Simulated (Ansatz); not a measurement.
# Settings and their price: Li(100) slab (120 atoms)

The cell holds 120 atoms: 120 Li. Cell: a = 21.060 Å, b = 17.550 Å, c = 19.265 Å, α = 90.0°, β = 90.0°, γ = 90.0°. It derives from Li (bcc). Bcc Li (a = 3.51 Å), (100) slab of 4 repeat layers, 6 x 5 surface cells, 14 Å of vacuum; every coordinate displaced by a Gaussian of 0.05 Å. Vacuum lies along c.

Geometry: as built.

Reference run: Kohn-Sham DFT, PBE, PAW (set soft_2), plane waves (Ansatz 0.2.0), cutoff 420 eV, k-mesh 2×2×1, methfessel-paxton smearing of 0.15 eV.

- r.m.s. force component: 0.0675 eV/Å
- spacing of highest filled and lowest empty level: 0.0074 eV
- SCF cycles: 7
- time: 8.6 s on 1 × NVIDIA H100 80GB HBM3 with 9 threads of AMD EPYC 7R13 (Zen 3), shared host

**Question.** The cell is repeated and solved at Γ. How do error, time and memory go?
- plane waves, 120 atoms (1×1×1)
- support functions, 120 atoms (1×1×1)
- plane waves, 240 atoms (1×2×1)
- support functions, 240 atoms (1×2×1)
- plane waves, 480 atoms (2×2×1)
- support functions, 480 atoms (2×2×1)
- support functions, 1080 atoms (3×3×1)
- support functions, 2400 atoms (4×5×1)

Differences are against the typed cell on a 2×2×1 mesh, which samples like Γ on 480 atoms (r.m.s. force component 0.0675 eV/Å). Every repeated cell is solved at Γ, and forces are averaged over the copies of each atom. Hardware: 1 × NVIDIA H100 80GB HBM3 with 9 threads of AMD EPYC 7R13 (Zen 3), shared host.

```
atoms  repeats              basis  Δ force, r.m.s. (meV/Å)  Δ energy (meV/atom)  less plane waves of the same size (meV/atom)  spread among copies (meV/Å)  SCF cycles   time  host memory (GiB)
  120    1×1×1        plane waves                     20.9                -8.26                                             -                            -           8  5.7 s                1.8
  120    1×1×1  support functions                     20.9                -8.37                                         -0.11                            -          26  7.2 s                1.7
  240    1×2×1        plane waves                     5.90                -3.85                                             -                            0           7  7.8 s                2.6
  240    1×2×1  support functions                     5.94                -3.96                                         -0.11                         0.01          27   15 s                2.6
  480    2×2×1        plane waves                    0.002                    0                                             -                            0           7   22 s                4.3
  480    2×2×1  support functions                    0.658               -0.113                                         -0.11                        0.007          26   23 s                4.5
 1080    3×3×1  support functions                     2.29               -0.648                                             -                        0.008          29   52 s                9.1
 2400    4×5×1  support functions                     2.49               -0.316                                             -                        0.006          33  5 min                 41
```

Repeating the cell at Γ samples more k-points: in plane waves the energy difference from the dense mesh goes from -8.26 meV/atom at 120 atoms to 0 at 480, and the force difference from 21 to 0.002 meV/Å. With plane waves, the time grows as the 1.5 power of the atom count between the two largest sizes, 240 and 480 atoms. The smaller run is short enough for fixed overheads to flatten this slope. With support functions, the time grows as the 2.2 power of the atom count between the two largest sizes, 1080 and 2400 atoms. At equal size the support functions lie 0.11 meV/atom below plane waves, likely because their grid holds more waves than 420 eV; no run tests this. Support functions take 1.3 times the time of plane waves at 120 atoms and 1.0 times at 480, so no crossover is reached among the sizes that both ran. Each time is a single run, so ratios and crossover are rough. The bases also began from different starting densities. At the largest size the support functions' forces differ from the reference by 3.7 % of the r.m.s. force, which holds the difference of sampling between the two as well as that of the basis.

[Logs are printed without paths, hosts, clocks, repeated set-up lines and the standing remarks that a program may print on its own settings, such as how far it seeks lower states.]

[Hosts, paths, dates, database ids (printed as entryN), source tags and the programs' standing remarks are cut or masked in the printed files.]
